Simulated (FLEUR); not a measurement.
## How the volume moves the moments of NiO

Aim: follow the moments and order energies of NiO as the volume changes.

Main program and level: FLEUR MaX-R8.1; LDA (VWN) with U = 6 eV on Ni d; all-electron FLAPW, Dirac cores, scalar-relativistic bands.

This is a report of a sequence of runs, with most program output left out.

## (1) Starting point

It takes space group Fm-3m (No. 225, cubic). Conventional cell: a = 4.172 Å, b = 4.172 Å, c = 4.172 Å, α = 90.00°, β = 90.00°, γ = 90.00°. Nearest to Ni lie 6 O at 2.09 Å. Nearest to O lie 6 Ni at 2.09 Å. Farther neighbours and most contacts between anions are not listed.

## (2) Factor 1, start ferro +

The scan starts at the cell as given. The U counters the self-interaction that shrinks the moments of a localised shell.

All lengths change alike; the factor is that of the volume. Atoms keep their fractional places. Spheres, Kmax and the mesh are the same at all points, the spheres being those of the tightest cell. inpgen writes inp.xml from crystal.txt; cutoffs, mixing, functional, smearing and local orbitals are then set in the file. The k list default-1 (kpts.xml, not shown) is a Γ-centred 8×8×8 mesh; where the ranks do not divide the number of points, some are split in two of half the weight.

File inp.xml:

```
<?xml version="1.0" encoding="UTF-8" standalone="no"?>
<fleurInput fleurInputVersion="0.39">
   <comment>
      NiO
   </comment>
   <calculationSetup>
      <cutoffs Kmax="4.4" Gmax="13.2" GmaxXC="13.2" numbands="0"/>
      <scfLoop itmax="110" minDistance="0.0001" maxIterBroyd="15" imix="Anderson" alpha="0.05" precondParam="0.0" spinf="2.0" sdNocoIR="T"/>
      <coreElectrons ctail="T" frcor="F" kcrel="0" coretail_lmax="0"/>
      <xcFunctional name="vwn" relativisticCorrections="F"/>
      <magnetism jspins="2"/>
      <soc l_soc="F" theta="0.0" phi="0.0" spav="F"/>
      <expertModes spex="0" secvar="F"/>
      <geometryOptimization l_f="F" forcealpha="1.0" forcemix="BFGS" epsdisp="0.00001" epsforce="0.00001"/>
      <ldaU l_linMix="F" mixParam="0.05" spinf="1.0"/>
   </calculationSetup>
   <cell>
      <bzIntegration valenceElectrons="24.0" mode="hist" fermiSmearingEnergy="0.00183747">
         <kPointListSelection listName="default-1"/>
         <xi:include xmlns:xi="http://www.w3.org/2001/XInclude" href="kpts.xml"> </xi:include>
      </bzIntegration>
      <xi:include xmlns:xi="http://www.w3.org/2001/XInclude" href="sym.xml"> </xi:include>
      <bulkLattice scale="1.0">
         <bravaisMatrix>
            <row-1>    0.0000000000000000     3.9417828250996005     3.9417828250996005</row-1>
            <row-2>    3.9417828250996005     0.0000000000000000     3.9417828250996005</row-2>
            <row-3>    3.9417828250996005     3.9417828250996005     0.0000000000000000</row-3>
         </bravaisMatrix>
      </bulkLattice>
   </cell>
   <atomSpecies>
      <species name="Nickel (Ni2.000" element="Ni" atomicNumber="28">
         <mtSphere radius="2.35" gridPoints="777" logIncrement="0.016"/>
         <atomicCutoffs lmax="8" lnonsphr="6"/>
         <electronConfig flipSpins="F">
            <coreConfig>(1s1/2) (2s1/2) (2p1/2) (2p3/2)</coreConfig>
            <valenceConfig>(3s1/2) (3p1/2) (3p3/2) (4s1/2) (3d3/2) (3d5/2)</valenceConfig>
            <stateOccupation state="(3d3/2)" spinUp="2.0" spinDown="1.2"/>
            <stateOccupation state="(3d5/2)" spinUp="3.0" spinDown="1.8"/>
         </electronConfig>
         <energyParameters s="4" p="4" d="3" f="4"/>
         <ldaU l="2" U="6.0" J="0.0" l_amf="F"/>
         <lo type="SCLO" l="0" n="3" eDeriv="0"/>
         <lo type="SCLO" l="1" n="3" eDeriv="0"/>
      </species>
      <species name="Oxygen (O)" element="O" atomicNumber="8">
         <mtSphere radius="1.33" gridPoints="441" logIncrement="0.024"/>
         <atomicCutoffs lmax="6" lnonsphr="4"/>
         <electronConfig flipSpins="F">
            <coreConfig>(1s1/2)</coreConfig>
            <valenceConfig>(2s1/2) (2p1/2) (2p3/2)</valenceConfig>
            <stateOccupation state="(2p1/2)" spinUp="0.666667" spinDown="0.666667"/>
            <stateOccupation state="(2p3/2)" spinUp="1.333333" spinDown="1.333333"/>
         </electronConfig>
         <energyParameters s="2" p="2" d="3" f="4"/>
      </species>
   </atomSpecies>
   <atomGroups>
      <atomGroup species="Nickel (Ni2.000">
         <relPos label="                   1">.0000000000 .0000000000 .0000000000</relPos>
         <force calculate="T" relaxXYZ="TTT"/>
      </atomGroup>
      <atomGroup species="Oxygen (O)">
         <relPos label="                   2">1.000/2.000 1.000/2.000 1.000/2.000</relPos>
         <force calculate="T" relaxXYZ="TTT"/>
      </atomGroup>
   </atomGroups>
   <output dos="F" band="F" slice="F">
      <bandDOS minEnergy="-.5*Htr" maxEnergy="0.5*Htr" sigma="0.015" storeEVData="T"/>
      <plotting iplot="0" polar="F">
         <plot TwoD="T" vec1="  1.0  0.0  0.0" vec2="  0.0  1.0  0.0" vec3="  0.0  0.0  1.0" zero="  0.0  0.0  0.0" file="plot"/>
      </plotting>
      <moessbauerParams electricFieldGradient="F" isomerShift="F" coreHyperfine="F" valenceHyperfine="F"/>
   </output>
</fleurInput>
```

File crystal.txt:

```
NiO
&input film=F cartesian=F /
0.00000000000  2.08590164140  2.08590164140
2.08590164140  0.00000000000  2.08590164140
2.08590164140  2.08590164140  0.00000000000
1.8897261246
1.0 1.0 1.0

2
28 0.00000000000  0.00000000000  0.00000000000 : 2.000
8 0.50000000000  0.50000000000  0.50000000000

&kpt div1=8 div2=8 div3=8 gamma=T /
```

Launch:

```bash
$ OMP_NUM_THREADS=1 inpgen -f crystal.txt > inpgen.log  # inp.xml is then edited as shown
$ OMP_NUM_THREADS=1 mpirun -n 8 fleur_MPI > fleur.log
```

Elapsed: 6.9 s, on 8 MPI ranks of Arm Neoverse N1, shared host; peak memory 0.34 GiB.

This step gave:

| Property | Result |
| --- | --- |
| free energy | -43350.5496 eV |
| program's band gap on this mesh (in a metal only a level spacing) | 1.764 eV |
| magnetization | 2 μB |
| final state | ferromagnetic |
| largest moment | 1.757 μB |

After 17 cycles the largest moment stands at 1.76 μB.

## (3) Factor 1, start antiferro q=(0,0,1/2) +-

The k list default-1 (kpts.xml, not shown) is a Γ-centred 8×8×4 mesh.

inp.xml, as its differences from that of step 2:

```diff
@@ -17,3 +17,3 @@
    <cell>
-      <bzIntegration valenceElectrons="24.0" mode="hist" fermiSmearingEnergy="0.00183747">
+      <bzIntegration valenceElectrons="48.0" mode="hist" fermiSmearingEnergy="0.00183747">
          <kPointListSelection listName="default-1"/>
@@ -26,3 +26,3 @@
             <row-2>    3.9417828250996005     0.0000000000000000     3.9417828250996005</row-2>
-            <row-3>    3.9417828250996005     3.9417828250996005     0.0000000000000000</row-3>
+            <row-3>    7.8835656501992011     7.8835656501992011     0.0000000000000000</row-3>
          </bravaisMatrix>
@@ -39,2 +39,16 @@
             <stateOccupation state="(3d5/2)" spinUp="3.0" spinDown="1.8"/>
+         </electronConfig>
+         <energyParameters s="4" p="4" d="3" f="4"/>
+         <ldaU l="2" U="6.0" J="0.0" l_amf="F"/>
+         <lo type="SCLO" l="0" n="3" eDeriv="0"/>
+         <lo type="SCLO" l="1" n="3" eDeriv="0"/>
+      </species>
+      <species name="Nickel (Ni-2.000" element="Ni" atomicNumber="28">
+         <mtSphere radius="2.35" gridPoints="777" logIncrement="0.016"/>
+         <atomicCutoffs lmax="8" lnonsphr="6"/>
+         <electronConfig flipSpins="F">
+            <coreConfig>(1s1/2) (2s1/2) (2p1/2) (2p3/2)</coreConfig>
+            <valenceConfig>(3s1/2) (3p1/2) (3p3/2) (4s1/2) (3d3/2) (3d5/2)</valenceConfig>
+            <stateOccupation state="(3d3/2)" spinUp="1.2" spinDown="2.0"/>
+            <stateOccupation state="(3d5/2)" spinUp="1.8" spinDown="3.0"/>
          </electronConfig>
@@ -62,4 +76,9 @@
       </atomGroup>
+      <atomGroup species="Nickel (Ni-2.000">
+         <relPos label="                   2">.0000000000 .0000000000 1.000/2.000</relPos>
+         <force calculate="T" relaxXYZ="TTT"/>
+      </atomGroup>
       <atomGroup species="Oxygen (O)">
-         <relPos label="                   2">1.000/2.000 1.000/2.000 1.000/2.000</relPos>
+         <relPos label="                   3">1.000/2.000 1.000/2.000 1.000/4.000</relPos>
+         <relPos label="                   4">1.000/2.000 1.000/2.000 -1.000/4.000</relPos>
          <force calculate="T" relaxXYZ="TTT"/>
```

File crystal.txt:

```
NiO
&input film=F cartesian=F /
0.00000000000  2.08590164140  2.08590164140
2.08590164140  0.00000000000  2.08590164140
4.17180328280  4.17180328280  0.00000000000
1.8897261246
1.0 1.0 1.0

4
28 0.00000000000  0.00000000000  0.00000000000 : 2.000
28 0.00000000000  0.00000000000  0.50000000000 : -2.000
8 0.50000000000  0.50000000000  0.25000000000
8 0.50000000000  0.50000000000  0.75000000000

&kpt div1=8 div2=8 div3=4 gamma=T /
```

It took 52 s on 8 MPI ranks; peak memory 0.52 GiB.

Spin moment in the muffin-tin sphere by atom:

| atom | spin moment in the muffin-tin sphere (μB) |
| --- | --- |
| Ni1 | 1.66 |
| Ni2 | -1.66 |
| O3 | 0.00 |
| O4 | 0.00 |

This step gave:

* free energy: -86701.3232 eV
* program's band gap on this mesh (in a metal only a level spacing): 3.118 eV
* magnetization: 0 μB
* final state: antiferromagnetic

After 23 cycles the largest moment stands at 1.66 μB.

## (4) Factor 1.12, start ferro +

The farthest finished point is shown in full.

The k list default-1 (kpts.xml, not shown) is a Γ-centred 8×8×8 mesh.

inp.xml, as its differences from that of step 3:

```diff
@@ -17,3 +17,3 @@
    <cell>
-      <bzIntegration valenceElectrons="48.0" mode="hist" fermiSmearingEnergy="0.00183747">
+      <bzIntegration valenceElectrons="24.0" mode="hist" fermiSmearingEnergy="0.00183747">
          <kPointListSelection listName="default-1"/>
@@ -24,5 +24,5 @@
          <bravaisMatrix>
-            <row-1>    0.0000000000000000     3.9417828250996005     3.9417828250996005</row-1>
-            <row-2>    3.9417828250996005     0.0000000000000000     3.9417828250996005</row-2>
-            <row-3>    7.8835656501992011     7.8835656501992011     0.0000000000000000</row-3>
+            <row-1>    0.0000000000000000     4.0935368140173605     4.0935368140173605</row-1>
+            <row-2>    4.0935368140173605     0.0000000000000000     4.0935368140173605</row-2>
+            <row-3>    4.0935368140173605     4.0935368140173605     0.0000000000000000</row-3>
          </bravaisMatrix>
@@ -39,16 +39,2 @@
             <stateOccupation state="(3d5/2)" spinUp="3.0" spinDown="1.8"/>
-         </electronConfig>
-         <energyParameters s="4" p="4" d="3" f="4"/>
-         <ldaU l="2" U="6.0" J="0.0" l_amf="F"/>
-         <lo type="SCLO" l="0" n="3" eDeriv="0"/>
-         <lo type="SCLO" l="1" n="3" eDeriv="0"/>
-      </species>
-      <species name="Nickel (Ni-2.000" element="Ni" atomicNumber="28">
-         <mtSphere radius="2.35" gridPoints="777" logIncrement="0.016"/>
-         <atomicCutoffs lmax="8" lnonsphr="6"/>
-         <electronConfig flipSpins="F">
-            <coreConfig>(1s1/2) (2s1/2) (2p1/2) (2p3/2)</coreConfig>
-            <valenceConfig>(3s1/2) (3p1/2) (3p3/2) (4s1/2) (3d3/2) (3d5/2)</valenceConfig>
-            <stateOccupation state="(3d3/2)" spinUp="1.2" spinDown="2.0"/>
-            <stateOccupation state="(3d5/2)" spinUp="1.8" spinDown="3.0"/>
          </electronConfig>
@@ -76,9 +62,4 @@
       </atomGroup>
-      <atomGroup species="Nickel (Ni-2.000">
-         <relPos label="                   2">.0000000000 .0000000000 1.000/2.000</relPos>
-         <force calculate="T" relaxXYZ="TTT"/>
-      </atomGroup>
       <atomGroup species="Oxygen (O)">
-         <relPos label="                   3">1.000/2.000 1.000/2.000 1.000/4.000</relPos>
-         <relPos label="                   4">1.000/2.000 1.000/2.000 -1.000/4.000</relPos>
+         <relPos label="                   2">1.000/2.000 1.000/2.000 1.000/2.000</relPos>
          <force calculate="T" relaxXYZ="TTT"/>
```

File crystal.txt:

```
NiO
&input film=F cartesian=F /
0.00000000000  2.16620639400  2.16620639400
2.16620639400  0.00000000000  2.16620639400
2.16620639400  2.16620639400  0.00000000000
1.8897261246
1.0 1.0 1.0

2
28 0.00000000000  0.00000000000  0.00000000000 : 2.000
8 0.50000000000  0.50000000000  0.50000000000

&kpt div1=8 div2=8 div3=8 gamma=T /
```

It took 8.6 s on 8 MPI ranks; peak memory 0.34 GiB; 68 s of CPU time.

Spin moment in the muffin-tin sphere by atom:

| atom | spin moment in the muffin-tin sphere (μB) |
| --- | --- |
| Ni1 | 1.78 |
| O2 | 0.18 |

Read from the output:

```
free energy                                                       : -43350.2836 eV
program's band gap on this mesh (in a metal only a level spacing) : 1.834 eV
magnetization                                                     : 2 μB
final state                                                       : ferromagnetic
```

After 18 cycles the largest moment stands at 1.78 μB.

## (5) Factor 1.12, start antiferro q=(0,0,1/2) +-

The k list default-1 (kpts.xml, not shown) is a Γ-centred 8×8×4 mesh.

inp.xml, as its differences from that of step 4:

```diff
@@ -17,3 +17,3 @@
    <cell>
-      <bzIntegration valenceElectrons="24.0" mode="hist" fermiSmearingEnergy="0.00183747">
+      <bzIntegration valenceElectrons="48.0" mode="hist" fermiSmearingEnergy="0.00183747">
          <kPointListSelection listName="default-1"/>
@@ -26,3 +26,3 @@
             <row-2>    4.0935368140173605     0.0000000000000000     4.0935368140173605</row-2>
-            <row-3>    4.0935368140173605     4.0935368140173605     0.0000000000000000</row-3>
+            <row-3>    8.1870736280347209     8.1870736280347209     0.0000000000000000</row-3>
          </bravaisMatrix>
@@ -39,2 +39,16 @@
             <stateOccupation state="(3d5/2)" spinUp="3.0" spinDown="1.8"/>
+         </electronConfig>
+         <energyParameters s="4" p="4" d="3" f="4"/>
+         <ldaU l="2" U="6.0" J="0.0" l_amf="F"/>
+         <lo type="SCLO" l="0" n="3" eDeriv="0"/>
+         <lo type="SCLO" l="1" n="3" eDeriv="0"/>
+      </species>
+      <species name="Nickel (Ni-2.000" element="Ni" atomicNumber="28">
+         <mtSphere radius="2.35" gridPoints="777" logIncrement="0.016"/>
+         <atomicCutoffs lmax="8" lnonsphr="6"/>
+         <electronConfig flipSpins="F">
+            <coreConfig>(1s1/2) (2s1/2) (2p1/2) (2p3/2)</coreConfig>
+            <valenceConfig>(3s1/2) (3p1/2) (3p3/2) (4s1/2) (3d3/2) (3d5/2)</valenceConfig>
+            <stateOccupation state="(3d3/2)" spinUp="1.2" spinDown="2.0"/>
+            <stateOccupation state="(3d5/2)" spinUp="1.8" spinDown="3.0"/>
          </electronConfig>
@@ -62,4 +76,9 @@
       </atomGroup>
+      <atomGroup species="Nickel (Ni-2.000">
+         <relPos label="                   2">.0000000000 .0000000000 1.000/2.000</relPos>
+         <force calculate="T" relaxXYZ="TTT"/>
+      </atomGroup>
       <atomGroup species="Oxygen (O)">
-         <relPos label="                   2">1.000/2.000 1.000/2.000 1.000/2.000</relPos>
+         <relPos label="                   3">1.000/2.000 1.000/2.000 1.000/4.000</relPos>
+         <relPos label="                   4">1.000/2.000 1.000/2.000 -1.000/4.000</relPos>
          <force calculate="T" relaxXYZ="TTT"/>
```

File crystal.txt:

```
NiO
&input film=F cartesian=F /
0.00000000000  2.16620639400  2.16620639400
2.16620639400  0.00000000000  2.16620639400
4.33241278800  4.33241278800  0.00000000000
1.8897261246
1.0 1.0 1.0

4
28 0.00000000000  0.00000000000  0.00000000000 : 2.000
28 0.00000000000  0.00000000000  0.50000000000 : -2.000
8 0.50000000000  0.50000000000  0.25000000000
8 0.50000000000  0.50000000000  0.75000000000

&kpt div1=8 div2=8 div3=4 gamma=T /
```

The job ended after 69 s (8 MPI ranks; peak memory 0.54 GiB; 8.9 min of CPU time).

Numbers from this step:

- free energy: -86700.7261 eV
- program's band gap on this mesh (in a metal only a level spacing): 2.455 eV
- magnetization: 0 μB
- final state: antiferromagnetic
- largest moment: 1.703 μB

After 23 cycles the largest moment stands at 1.70 μB.

## (6) The series

In all 18 runs were made at the factors 0.88, 0.91, 0.94, 0.97, 1, 1.03, 1.06, 1.09 and 1.12, of which 18 converged. The tables hold the factors at which the parallel start converged, and CPU times count converged runs alone. Differences are of free energies.

Final states:

| volume factor | ferro + | antiferro q=(0,0,1/2) +- | CPU time (s) |
| --- | --- | --- | --- |
| 0.88 | ferromagnetic | antiferromagnetic | 427.3 |
| 0.91 | ferromagnetic | antiferromagnetic | 432.8 |
| 0.94 | ferromagnetic | antiferromagnetic | 433.2 |
| 0.97 | ferromagnetic | antiferromagnetic | 452.5 |
| 1 | ferromagnetic | antiferromagnetic | 468.1 |
| 1.03 | ferromagnetic | antiferromagnetic | 691 |
| 1.06 | ferromagnetic | antiferromagnetic | 535.4 |
| 1.09 | ferromagnetic | antiferromagnetic | 558.4 |
| 1.12 | ferromagnetic | antiferromagnetic | 600 |

Energy over the lowest point, ferro + against volume factor:

| volume factor | energy over the lowest point, ferro + (meV a primitive cell) |
| --- | --- |
| 0.8800 | 71.7 |
| 0.9100 | 18.2 |
| 0.9400 | 0 |
| 0.9700 | 5.42 |
| 1.0000 | 36.3 |
| 1.0300 | 77.1 |
| 1.0600 | 148 |
| 1.0900 | 227 |
| 1.1200 | 302 |

Table of largest sphere moment by volume factor:

| volume factor | ferro + (μB) | antiferro q=(0,0,1/2) +- (μB) |
| --- | --- | --- |
| 0.8800 | 1.73 | 1.60 |
| 0.9100 | 1.74 | 1.62 |
| 0.9400 | 1.74 | 1.63 |
| 0.9700 | 1.75 | 1.65 |
| 1.0000 | 1.76 | 1.66 |
| 1.0300 | 1.76 | 1.67 |
| 1.0600 | 1.77 | 1.68 |
| 1.0900 | 1.77 | 1.69 |
| 1.1200 | 1.78 | 1.70 |

The net moment, ferro + stays at 2 μB a primitive cell for volume factor from 0.88 to 1.12.

The energy less that of the parallel start, antiferro q=(0,0,1/2) +- by volume factor:

| volume factor | energy less that of the parallel start, antiferro q=(0,0,1/2) +- (meV a seeded atom) |
| --- | --- |
| 0.8800 | -164 |
| 0.9100 | -148 |
| 0.9400 | -134 |
| 0.9700 | -123 |
| 1.0000 | -112 |
| 1.0300 | -102 |
| 1.0600 | -94.0 |
| 1.0900 | -86.9 |
| 1.1200 | -79.4 |

## (7) What came out

```yaml
largest_moment_parallel_start: 1.73 μB at 0.88, 1.78 μB at 1.12
net_moment_parallel_start: 2 to 2 μB a primitive cell
start_antiferro_q_0_0_1_over_2_less_the_parallel_start: -164.1 meV at 0.88, -79.4 meV at 1.12, a seeded atom
```

**Reading.** The largest moment of the parallel start goes from 1.73 μB at 0.88 to 1.78 μB at 1.12. Its energy is least at 0.94 of the points run. The start antiferro q=(0,0,1/2) +- lies under the parallel start at every point where both finished. The opposed order is one of several, taken for its small cell; another can lie lower, so the scan does not name the ground state. Atoms were not relaxed at any point.

[Logs and program files are shortened in this print: banners, set-up blocks, solver, clock and traceback lines can be left out without a mark of their own.]

[Logs are printed without paths, hosts, clocks, repeated set-up lines and the standing remarks that a program may print on its own settings, such as how far it seeks lower states.]

[Hosts, paths, dates, database ids (printed as entryN), source tags and the programs' standing remarks are cut or masked in the printed files.]

[Where a cell is said to come from a database of computed structures, the database is the Materials Project.]
